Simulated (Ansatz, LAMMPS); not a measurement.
# Glassy 32SiO2-46B2O3-11MgO-11CaO (mol %) (137 atoms): a single point, part 2 of 2

What does DFT give for glassy 32SiO2-46B2O3-11MgO-11CaO (mol %) (137 atoms) as built?

Ansatz 0.2.0; Kohn-Sham DFT, PBE, PAW (set soft_2), plane waves.

The cell: 12 Si, 34 B, 4 Mg, 4 Ca and 83 O. The quench rate of 1000 K/ps far exceeds what a furnace or splat quench reaches. The starting topology of bonds comes from the classical model. The Brillouin zone is sampled at Γ only, in a cell whose shortest periodic width is 11 Å.

So far. Step 3 (Plane-wave single point): About 41 of the 728 electrons lie in deeper levels, below the stored range.

## (3) Plane-wave single point (continued)

Electrostatic potential energy in the ab plane at fractional z = 0.259, with atoms of Si and B and Mg and O within 0.2 Å of it. With pseudopotentials it is smooth inside the atoms' cores, unlike the true potential.

Ten even steps from '_' (-43 eV) to '@' (11 eV), each cell a mean:
```
@@@@@@@@@@@@@@@@@@@@@@%%**::__..**%%@@@@@@@@@@%%++==++--::==**##
%%%%%%@@@@@@@@@@@@@@@@%%++______++%%@@@@@@@@@@%%**==##%%%%%%****
==::++%%@@@@@@@@@@@@@@%%##==::==##%%@@@@%%%%%%@@@@@@@@@@@@@@%%##
____..**@@@@@@@@@@@@@@@@%%%%%%%%%%@@@@@@@@%%%%@@@@@@@@@@@@@@@@**
==--++##%%@@@@@@@@@@@@@@@@@@@@@@@@@@@@@@%%%%%%@@@@@@@@@@@@@@%%##
++%%%%%%%%%%@@@@@@@@@@@@@@@@@@@@@@@@@@@@##**%%@@@@@@@@@@@@++....
++%%##****##%%%%@@@@@@@@@@@@@@@@@@@@%%%%##**##%%@@@@@@@@%%==____
%%%%**--..--**%%@@@@@@@@@@@@@@@@@@%%##==....==##%%@@@@@@@@%%++**
@@%%**::..--**%%@@%%######%%%%%%####**..____..**%%@@@@@@@@@@@@@@
@@%%##**++**%%%%@@%%##++::::++==....==--____--##%%@@@@@@@@@@@@@@
@@@@%%%%%%%%@@@@@@@@%%--____----....++##****##%%%%%%####%%@@@@@@
@@@@@@@@@@@@@@@@@@@@%%**====##%%**##@@@@@@%%@@%%%%**::::++%%@@@@
%%%%%%@@@@@@@@@@@@%%==::++%%@@@@@@@@@@@@@@@@@@@@%%++____==%%@@@@
%%%%%%%%@@@@@@@@@@**____::##@@@@@@@@@@@@@@@@@@@@##++--++##%%@@%%
%%%%%%%%@@@@@@@@%%##--::++@@@@@@@@@@@@@@@@@@@@%%--__..**@@@@@@%%
%%%%%%@@@@@@@@@@@@%%%%%%@@@@@@@@@@@@@@@@@@@@@@%%==..::##@@@@@@@@
@@@@@@@@@@@@@@@@@@@@@@@@@@@@@@@@@@@@@@@@@@@@@@@@%%##%%@@@@@@@@@@
@@@@@@@@@@@@@@@@@@%%##%%@@@@%%%%%%%%%%@@@@@@@@@@@@%%@@@@@@@@@@@@
####%%@@@@@@@@%%##++==##@@%%%%**++++##%%@@@@@@@@@@@@@@@@@@@@@@%%
++++##%%%%%%%%**++++**%%@@%%**--__..++##%%@@@@@@@@@@@@@@@@######
####%%**--==%%##**##%%@@@@%%##==..::++%%%%@@@@@@@@@@@@@@++::--##
@@@@@@##++**@@@@%%%%@@@@@@%%%%##**##%%%%@@@@@@@@@@@@@@%%++::--%%
@@@@@@@@@@@@@@@@@@@@@@@@@@%%%%%%%%%%@@@@@@@@@@@@@@%%##--::==##@@
@@@@@@@@@@@@@@@@@@@@@@%%%%##**##%%%%@@@@@@@@@@@@@@%%++____..##@@
```
Columns run along a (11.5 Å; values clipped at the 3rd and 97th percentile), rows up along b (11.5 Å). Atoms in or near the plane, at fractional coordinates: Si at (0.65, 0.63), B at (0.40, 0.56), B at (0.88, 0.01), B at (0.04, 0.85), Mg at (0.45, 0.94), O at (0.52, 0.57), O at (0.79, 0.37), O at (0.35, 0.43), O at (0.96, 0.73).

Valence density in the ab plane at fractional z = 0.259, with atoms of Si and B and Mg and O within 0.2 Å of it. It is the smooth field of the valence electrons, not physical close to the nuclei.

Ten steps, logarithmic in the rise over the least value, from '0' (0 e/Å³) to '9' (21 e/Å³), each cell a mean:
```
21000000000016872100001245433343
32100000000028983000001245422344
32211000000004541000001122211123
22222110000000000000111100000012
32222110000000000001232100001233
42111100000000000002343100002566
42123210000000000012332100002577
31355421122210001111121100001344
11355421123321123332001111000111
00123210123332356643112222111100
00000000011222357642112332222110
00000000012332234421001122232211
00011100135642101000000112222211
11111100247763100000000134432111
11100000135652000000001367641000
12100000012221000000001357631001
22210000111100000000000133320001
22110001233210000000000011100001
12111112345321123320000000000111
22233322344311245531000000012332
22345532222100245531000000024654
11245421111100022210000000124653
00012210001110000110000001123431
10000000000001110110000123322322
```
Columns run along a (11.5 Å), rows up along b (11.5 Å). Atoms in or near the plane, at fractional coordinates: Si at (0.65, 0.63), B at (0.40, 0.56), B at (0.88, 0.01), B at (0.04, 0.85), Mg at (0.45, 0.94), O at (0.52, 0.57), O at (0.79, 0.37), O at (0.35, 0.43), O at (0.96, 0.73).

Mean Löwdin charges: B +0.62, Ca +1.80, Mg +1.65, O -0.58, Si +1.75 e (they miss 1.0 % of the electrons, so they add up to more than the cell's charge). The largest share in the top eV of filled states is O p (97 % of the projected weight), and in the lowest eV of empty states B p (41 % of the projected weight).

## (4) Local order

Bonds and neighbours are counted at the geometry of the runs.

Density 2.52 g/cm³, 11.00 Å³ an atom.

Pair distribution functions g(r), in bins of 0.2 Å:

```tsv
r (Å)	total	O-O	O-B	O-Si	O-Ca	O-Mg	B-B
1.30	1.59	0.00	5.30	0.00	0.00	0.00	0.00
1.50	2.04	0.00	6.27	1.46	0.00	0.00	0.00
1.70	1.01	0.00	0.08	9.36	0.00	0.00	0.00
1.90	0.07	0.00	0.00	0.00	0.00	1.93	0.00
2.10	0.13	0.00	0.04	0.00	0.00	3.27	0.00
2.30	0.87	1.72	0.04	0.00	4.02	2.31	0.00
2.50	1.11	2.46	0.17	0.00	2.33	0.28	0.80
2.70	1.18	1.68	0.26	0.08	1.54	0.50	3.68
2.90	0.90	1.06	0.43	0.59	0.21	0.66	0.52
3.10	0.92	0.95	1.06	0.49	0.58	0.94	0.44
3.30	1.10	0.83	1.46	1.36	0.66	0.50	1.32
3.50	1.09	0.85	1.49	1.37	0.58	0.58	0.77
3.70	1.07	0.63	1.69	1.19	1.04	0.39	0.76
3.90	1.21	0.74	1.54	2.22	1.42	1.44	0.62
4.10	0.96	0.70	1.05	1.22	1.18	1.73	1.17
4.30	0.92	0.93	0.85	0.92	0.97	1.56	1.24
4.50	1.02	1.25	0.60	0.86	1.87	1.33	1.23
4.70	1.03	1.48	0.76	0.49	0.90	0.81	1.32
4.90	0.96	1.26	0.75	0.70	0.75	0.45	1.12
5.10	0.95	1.02	0.95	0.88	0.76	0.70	0.76
5.30	0.96	1.01	0.88	0.90	0.70	0.83	0.92
5.50	0.98	0.81	1.17	0.95	1.13	0.83	0.96
```

A closer look about Si4, which bears the longest force: 13 atoms, nearest first, numbered in the order of the input, with positions taken from that point.

```tsv
atom	x	y	z	distance (Å)	Löwdin charge (e)	Fx	Fy	Fz (eV/Å)
Si4	0.00	0.00	0.00	0.00	1.74	-2.50	-3.35	3.00
O113	0.73	0.30	-1.40	1.60	-0.50	1.35	1.68	-1.74
O88	0.57	0.69	1.36	1.63	-0.57	0.19	-0.21	-0.10
O114	-0.20	-1.66	0.20	1.69	-0.64	0.34	2.35	0.90
O131	-1.56	0.67	-0.27	1.72	-0.72	1.42	0.61	-0.51
B37	0.56	-0.76	-2.54	2.71	0.59	-0.01	-0.93	-0.94
B16	1.31	1.84	-1.60	2.77	0.62	1.28	0.79	-1.06
B45	0.79	0.22	2.65	2.78	0.69	-1.09	-0.19	-0.09
O66	2.59	-0.91	0.42	2.78	-0.74	2.35	-0.81	0.96
O98	0.49	2.68	-0.71	2.82	-0.68	0.75	-0.30	0.14
B36	-0.27	-2.68	-0.83	2.82	0.58	-2.21	1.97	0.73
B31	-2.85	0.09	0.11	2.85	0.53	-1.08	-2.21	1.54
O93	0.35	-2.08	-1.98	2.89	-0.52	1.84	-0.65	-1.07
```

## (5) Outcome

| Quantity | Value |
| --- | --- |
| free energy per atom | -548.2649 eV/atom |
| pressure | -2.471 GPa |
| r.m.s. force component | 1.122 eV/Å |
| gap (highest filled to lowest empty level) | 3.136 eV |
| wall time of the 1 DFT run | 22 s |

What this shows: Between filled and empty levels lie 3.14 eV (at Γ alone); a semilocal functional tends to put such gaps too low. In a disordered cell it changes from sample to sample, and tail or defect levels can set it.

Caveats: The force components of 1.1 eV/Å r.m.s. reflect the temperature of the frame as well as the gap between the generating potential and DFT. The pressure of -2.5 GPa is that of one thermal frame, in which the classical model's bond lengths enter as well as the volume, without the kinetic term.

[Logs are printed without paths, hosts, clocks, repeated set-up lines and the standing remarks that a program may print on its own settings, such as how far it seeks lower states.]

[Hosts, paths, dates, database ids (printed as entryN), source tags and the programs' standing remarks are cut or masked in the printed files.]
